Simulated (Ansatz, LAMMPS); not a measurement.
# Gap against volume in glassy 76SiO2-9BaO-7SrO-4Li2O-4ZrO2 (mol %) (128 atoms)

Density of this cell: 3.02 g/cm³. The cell holds 128 atoms: 34 Si, 4 Ba, 3 Sr, 4 Li, 2 Zr and 81 O. Cell: a = 12.158 Å, b = 12.203 Å, c = 12.161 Å, α = 86.4°, β = 90.7°, γ = 90.9°. The starting structure: 128 atoms (34 Si, 4 Ba, 3 Sr, 4 Li, 2 Zr, 81 O) placed at random at 2.87 g/cm³, melted at 4000 K for 10 ps at fixed volume with the Morse and Coulomb pair potential with partial charges (Pedone, Malavasi, Menziani, Cormack and Segre, J. Phys. Chem. B 110, 11780 (2006)). Quenched from 4000 K to 300 K at 100 K/ps and fixed volume, held 10 ps at zero pressure, then minimised at fixed cell.

Calculated with Ansatz 0.2.0: Kohn-Sham DFT, PBE, PAW (set soft_2), plane waves; cutoff 420 eV, Γ point, fixed occupations. The relaxed cell was scaled evenly and the atoms were relaxed at each volume. The gap is that between the highest filled and the lowest empty Kohn-Sham level on the run's k-points.

```
volume (Å³/atom)  gap (eV)
          12.660               4.042
          13.222               3.906
          13.644               3.821
          14.066               3.729
          14.488                   ?
          14.910               3.594
```

Task: Fit a straight line in ln V to the rows given and interpolate to the withheld row.

Worked fit:

A volume deformation potential makes the spacing linear in u = ln(V/V0), with V0 = 14.066 Å³ the relaxed volume; v is the spacing.

| u = ln(V/V0) | v (eV) |
| --- | --- |
| -0.105361 | 4.0415 |
| -0.0618759 | 3.9058 |
| -0.0304593 | 3.8214 |
| 0 | 3.729 |
| 0.0582683 | 3.5944 |

With n = 5: mean u = -0.0278855, mean v = 3.81842, Σ(u − ū)² = 0.015364, Σ(u − ū)(v − v̄) = -0.042055. Slope b = -0.042055 / 0.015364 = -2.7371; intercept a = v̄ − b ū = 3.7421.

At the withheld volume u = 0.02956, and v = a + b u.

Prediction at 14.488: 3.661 eV. The run gave 3.658 eV, so the fit is high by 0.0036 eV (0.098 % of the value).

The slope, -2.74 eV, says that the spacing narrows on expansion. Among the rows given, the largest miss of the fit is at 14.066, by 0.013 eV (2.9 % of the range of the table).

Limits: The table spans 16 % in volume, wide for a linear law. Semilocal functionals tend to put gaps under measured ones. Only the Γ point is sampled. Atoms move by up to 0.5 Å in these relaxations, so the structure changes along the series. Defect or tail levels can set the spacing of a disordered cell. Spin–orbit coupling is left out, which matters for the levels of the heavy elements.

[Logs are printed without paths, hosts, clocks, repeated set-up lines and the standing remarks that a program may print on its own settings, such as how far it seeks lower states.]

[Hosts, paths, dates, database ids (printed as entryN), source tags and the programs' standing remarks are cut or masked in the printed files.]
